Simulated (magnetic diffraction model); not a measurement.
**Which magnetic order? KErGeS₄**

Space group P2_1 (no. 4), a = 6.5490 Å, b = 6.8010 Å, c = 8.7040 Å, β = 105.76°.

```
site  atom       x       y       z
  2a    Er  0.2317  0.0135  0.5524
  2a    Ge  0.2187  0.4748  0.3175
  2a     K  0.2668  0.0047  0.0675
  2a     S  0.0190  0.7339  0.7157
  2a     S  0.0165  0.7437  0.3029
  2a     S  0.4279  0.4702  0.1623
  2a     S  0.5709  0.9106  0.4243
```

The compound is invented for this exercise: a known structure type with other elements, its cell scaled to their sizes and not relaxed.

Only Er is taken to order (form factors of Er3+); orders and moment sizes are assumed, and not adapted to the symmetry. Radiation: neutrons of λ = 2.36 Å, 2° to 35°; isotropic B of 0.15 Å² (Er), 0.2 Å² (Ge), 0.26 Å² (K) and 0.21 Å² (S). The intensities are simulated: I ∝ L Σ (|F_N|² + |F_M⊥|²) for unpolarised neutrons, with F_M = 2.695 fm/μB × Σ f(s) S exp(2πi Q·r) exp(−B s²) at Q = H ± k (one set where k and −k are equivalent), only the part normal to Q counting and L = 1/(sin²θ cos θ). For a modulated order the moment at position r is S exp(−2πi k·r) + c.c., with S = m/2 for a sine wave of amplitude m and S = m(u + iv)/2 for moments turning in a plane, u and v being orthogonal unit vectors in it; the phase factor of the sum at Q = H + k is then exp(2πi H·r). Form factors are spin-only for 3d ions and dipole or tabulated for f ions, scattering lengths are Sears's of 1992, and absorption is left out. A label names one of the reflections at its angle. The strongest nuclear line in the range is 100, and lines under 0.2 are left out.

Above the ordering temperature:

| 2θ (°) | index | I |
| --- | --- | --- |
| 16.20 | (0 0 1) | 100.0 |
| 21.58 | (1 0 0) | 4.0 |
| 23.24 | (1 0 -1) | 9.3 |
| 25.83 | (0 1 1) | 73.2 |
| 29.58 | (1 1 0) | 4.0 |
| 30.51 | (1 0 1) | 24.9 |
| 30.83 | (1 1 -1) | 1.9 |
| 32.73 | (0 0 2) | 0.4 |
| 34.06 | (1 0 -2) | 1.2 |

Below it (cell unchanged):

```
2θ (°)      I
  9.88    2.7
 16.20  100.0
 20.77   70.0
 20.97  139.3
 21.16   48.5
 21.58    4.0
 22.34   97.8
 22.57    0.5
 23.24    9.3
 24.11   52.8
 25.83   73.2
 26.16   40.0
 26.23    1.3
 26.73   12.7
 28.98    1.0
 29.18    4.9
 29.26   12.7
 29.58    4.0
 30.32   30.8
 30.51   24.9
 30.83    1.9
 31.51    0.8
 32.73    0.4
 33.14    2.5
 33.20   15.4
 33.60    6.1
 34.06    1.2
```

**Question.** Find the propagation vector, then choose among these models:
A. moments turning in the plane of [001] and [100], 8.5 μB on Er; signs + at (0.2317, 0.0135, 0.5524), − at (0.7683, 0.5135, 0.4476)
B. a sine wave with moments along [001] (amplitudes given), 8.5 μB on Er; signs + at (0.2317, 0.0135, 0.5524), − at (0.7683, 0.5135, 0.4476)
C. a sine wave with moments along [010] (amplitudes given), 8.5 μB on Er; signs + at (0.2317, 0.0135, 0.5524), − at (0.7683, 0.5135, 0.4476)
D. moments turning in the plane of [010] and [001], 8.5 μB on Er; signs + at (0.2317, 0.0135, 0.5524), − at (0.7683, 0.5135, 0.4476)

The new lines index as (0 0 0.611) at 9.88°, (1 0 -0.389) at 20.77°, (0 1 0.389) at 20.97° and (1 0 -0.611) at 21.16°, that is as H ± k with k = (0 0 0.389). Satellites come in pairs about each point of the reciprocal lattice.

Magnetic intensity, observed (below minus above) and for each model:

| 2θ (°) | index | observed | A | B | C | D |
| --- | --- | --- | --- | --- | --- | --- |
| 20.77 | (1 0 -0.389) | 70.0 | 76.5 | 70.0 | 76.5 | 146.5 |
| 20.97 | (0 1 0.389) | 139.3 | 290.3 | 139.3 | 13.8 | 153.1 |
| 21.16 | (1 0 -0.611) | 48.5 | 60.8 | 48.5 | 60.8 | 109.3 |
| 22.34 | (0 1 0.611) | 97.8 | 215.7 | 97.8 | 23.6 | 121.4 |
| 24.11 | (1 0 0.389) | 52.8 | 56.4 | 52.8 | 56.4 | 109.2 |
| 26.16 | (1 0 0.611) | 40.0 | 46.2 | 40.0 | 46.2 | 86.2 |
| 26.73 | (1 0 -1.389) | 12.7 | 37.7 | 12.7 | 37.7 | 50.4 |
| 30.32 | (0 1 1.389) | 30.8 | 92.0 | 30.8 | 35.8 | 66.5 |

Model B matches.

The structure used: k = (0 0 0.389), a sine wave with moments along [001] (amplitudes given), 8.5 μB on Er; signs + at (0.2317, 0.0135, 0.5524), − at (0.7683, 0.5135, 0.4476).

[Logs are printed without paths, hosts, clocks, repeated set-up lines and the standing remarks that a program may print on its own settings, such as how far it seeks lower states.]
